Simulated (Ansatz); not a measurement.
# SrCuO3 (cubic perovskite) (Pm-3m): how robust is the cRPA U?, part 2 of 2

Aim: hold the target of a cRPA run on SrCuO3 (cubic perovskite) (Pm-3m) and move one thing at a time.

Ansatz 0.2.0; constrained RPA on LDA, plane waves, PAW.

So far. Step 4 (Changed: accuracy high): On the Cu d shell, screening brings the on-site interaction from 28.7 eV down to U = 11.90 eV. Step 5 (Changed: accuracy low): On the Cu d shell, screening brings the on-site interaction from 28.7 eV down to U = 11.89 eV.

The structure was built from a prototype and need not be the compound's stable phase.

### 7. Changed: volume +6 %

The cell differs from the one that the last finished run ended in (a 3.767 → 3.841 Å, b 3.767 → 3.841 Å, c 3.767 → 3.841 Å).

input.yaml reads:

```yaml
crystal:
  lattice:
    - [0.0, -3.841238183, 0.0]
    - [0.0, 0.0, 3.841238183]
    - [-3.841238183, 0.0, 0.0]
  atoms:
    - { symbol: Sr, position: [0.0, 0.0, 0.0] }
    - { symbol: Cu, position: [0.5, 0.5, 0.5] }
    - { symbol: O, position: [0.5, 0.5, 0.0] }
    - { symbol: O, position: [0.5, 0.0, 0.5] }
    - { symbol: O, position: [0.0, 0.5, 0.5] }
kpoints:
  mp_grid: { grid: [8, 8, 8] }
hamiltonian:
  xc: lda
scf:
  occupations: { method: gaussian, width: 0.08 }
  n_extra_bands: 19
  max_iter: 150
  lower_state_search: "off"
output:
  crpa:
    kmesh: [4, 4, 4]
    target_bands: [v13, c1]
    projections: [{ species: Cu, l: d, shell: 3 }, { species: O, l: p, shell: 2 }]
  local_orbitals:
    kmesh: [8, 8, 8]
    orbitals: [{ species: Cu, l: d, shell: 3 }, { species: O, l: p, shell: 2 }]
    window: { bands: [v13, c1] }
    seedname: lo
```

Launch:

```bash
ansatz run input.yaml --threads 4 --pin off --max-ram 9216MiB --backend cpu --events-out ev --progress --plain --runs-dir out
```

Numbers of over 12 decimals in the logs are rounded to 6 here.

The log of the run:

```text
[...]
Crystal: 5 atoms, lattice volume = 56.678 Å³
Basis set: ecut = 420 eV, 1141 PW (Γ)
Bands: 43, of which v1, the nominal top of the filled ones, is band 24 counted from 1 (23 counted from 0)
Symmetry: 48 space group operations
[...]
k-points: 35 of 512
[...]
screened: U = 7.6227 eV, U' = 6.1953 eV, J = 0.7009 eV
      screened, to within: U = 1.1e-2 eV, U' = 1.1e-2 eV, J = 9.6e-4 eV
      bare: V = 18.8592 eV, V' = 17.0401 eV, J = 0.8935 eV
    Site 4, 2P, 3 of 3 p orbitals (Wannier functions 12, 13, 14; wannier90's mr 1, 2, 3):
      screened: U = 7.6227 eV, U' = 6.1953 eV, J = 0.7009 eV
      screened, to within: U = 1.1e-2 eV, U' = 1.1e-2 eV, J = 9.6e-4 eV
      bare: V = 18.8592 eV, V' = 17.0401 eV, J = 0.8935 eV
[...]
[key lines of the parts left out:]
SCF converged after 9 iterations
Free energy (F): -11665.390185 eV
Fermi energy:    9.244764 eV
```

It took 3.2 min on 4 threads of Arm Neoverse V2, shared host; peak memory 0.68 GiB; 12 min of CPU time.

Numbers from this step:

```
U                                                 : 11.89 eV
U prime (inter-orbital)                           : 10.18 eV
J                                                 : 0.8575 eV
bare V                                            : 28.67 eV
bare J                                            : 1.008 eV
stated bound on U                                 : 0.02061 eV
U over bare V                                     : 0.4146
electrons in the window                           : 25.00
head of the constrained inverse dielectric matrix : 0.3569
least eigenvalue of the projection's overlap      : 0.7520
target functions                                  : 14
bands in the sums                                 : 50
r.m.s. miss of the model bands                    : 1.37e-4 eV
width of the target bands                         : 9.194 eV
weight of the projected orbitals in the window    : 0.9552
```

On the Cu d shell, screening brings the on-site interaction from 28.7 eV down to U = 11.89 eV.

### 8. Changed: volume +3 %

The cell differs from the one that the last finished run ended in (a 3.841 → 3.805 Å, b 3.841 → 3.805 Å, c 3.841 → 3.805 Å).

Edit input.yaml of step 7 so:

```diff
@@ -2,5 +2,5 @@
   lattice:
-    - [0.0, -3.841238183, 0.0]
-    - [0.0, 0.0, 3.841238183]
-    - [-3.841238183, 0.0, 0.0]
+    - [0.0, -3.8046527393, 0.0]
+    - [0.0, 0.0, 3.8046527393]
+    - [-3.8046527393, 0.0, 0.0]
   atoms:
```

The log of the run:

```text
[...]
Crystal: 5 atoms, lattice volume = 55.074 Å³
Basis set: ecut = 420 eV, 1045 PW (Γ)
Bands: 43, of which v1, the nominal top of the filled ones, is band 24 counted from 1 (23 counted from 0)
Symmetry: 48 space group operations
[...]
k-points: 35 of 512
[...]
screened: U = 7.6341 eV, U' = 6.2032 eV, J = 0.7031 eV
      screened, to within: U = 1.1e-2 eV, U' = 1.1e-2 eV, J = 9.6e-4 eV
      bare: V = 18.8917 eV, V' = 17.0683 eV, J = 0.8960 eV
    Site 4, 2P, 3 of 3 p orbitals (Wannier functions 12, 13, 14; wannier90's mr 1, 2, 3):
      screened: U = 7.6341 eV, U' = 6.2032 eV, J = 0.7031 eV
      screened, to within: U = 1.1e-2 eV, U' = 1.1e-2 eV, J = 9.6e-4 eV
      bare: V = 18.8917 eV, V' = 17.0683 eV, J = 0.8960 eV
[...]
[key lines of the parts left out:]
SCF converged after 9 iterations
Free energy (F): -11665.450534 eV
Fermi energy:    9.691310 eV
```

It took 3.1 min on 4 threads; peak memory 0.68 GiB.

This step gave:

| Property | Result |
| --- | --- |
| U | 11.89 eV |
| U prime (inter-orbital) | 10.19 eV |
| J | 0.8583 eV |
| bare V | 28.69 eV |
| bare J | 1.008 eV |
| stated bound on U | 0.02046 eV |
| U over bare V | 0.4146 |
| electrons in the window | 25.00 |
| head of the constrained inverse dielectric matrix | 0.3539 |
| least eigenvalue of the projection's overlap | 0.7538 |
| target functions | 14 |
| bands in the sums | 50 |
| r.m.s. miss of the model bands | 1.39e-4 eV |
| width of the target bands | 9.487 eV |
| weight of the projected orbitals in the window | 0.9542 |

On the Cu d shell, screening brings the on-site interaction from 28.7 eV down to U = 11.89 eV.

### 9. Side by side

Times are wall times on 4 threads of Arm Neoverse V2, shared host, good to a factor of about two.

```csv
run,bare V (eV),U (eV),J (eV),bound on U (eV),width (eV),time
target window,28.70,11.897,0.859,0.0199,9.80,3.1 min
2×2×2 mesh,28.76,11.840,0.859,0.0176,9.80,16 s
accuracy high,28.70,11.900,0.859,0.0018,9.80,5.5 min
accuracy low,28.70,11.892,0.859,0.1183,9.80,2.7 min
volume +6 %,28.67,11.886,0.857,0.0206,9.19,3.2 min
volume +3 %,28.69,11.894,0.858,0.0205,9.49,3.1 min
```

### 10. Results

| Quantity | Value |
| --- | --- |
| target window | U 11.90 eV, J 0.86 eV |
| 2×2×2 mesh | U 11.84 eV, J 0.86 eV |
| accuracy high | U 11.90 eV, J 0.86 eV |
| accuracy low | U 11.89 eV, J 0.86 eV |
| volume +6 % | U 11.89 eV, J 0.86 eV |
| volume +3 % | U 11.89 eV, J 0.86 eV |

In words: 2×2×2 mesh moves U by −0.06 eV at 0.086 times the time. Accuracy high moves U by +0.003 eV (within the solver's bounds, for the mean over orbitals). Accuracy low moves U by −0.005 eV (within the solver's bounds, for the mean over orbitals). Volume +6 % moves U by −0.01 eV (within the solver's bounds, for the mean over orbitals). Volume +3 % moves U by −0.003 eV (within the solver's bounds, for the mean over orbitals). The printed bound covers the solver alone, not the mesh, and no denser mesh than the base was run. The parent state is non-magnetic and the interaction static (zero frequency); U depends on the window and the orbitals, so it belongs to this model alone. A window that holds the anion p bands defines a model with explicit ligands; its U belongs to that model and is not the U of DFT+U.

[Paths, hosts, dates, memory and timing lines, banners, echoed tables and standing remarks are left out of the program output.]

[Logs are printed without paths, hosts, clocks, repeated set-up lines and the standing remarks that a program may print on its own settings, such as how far it seeks lower states.]

[Runs of the session that timed out or met a known fault of the program may be left out.]

[Hosts, paths, dates, database ids (printed as entryN), source tags and the programs' standing remarks are cut or masked in the printed files.]
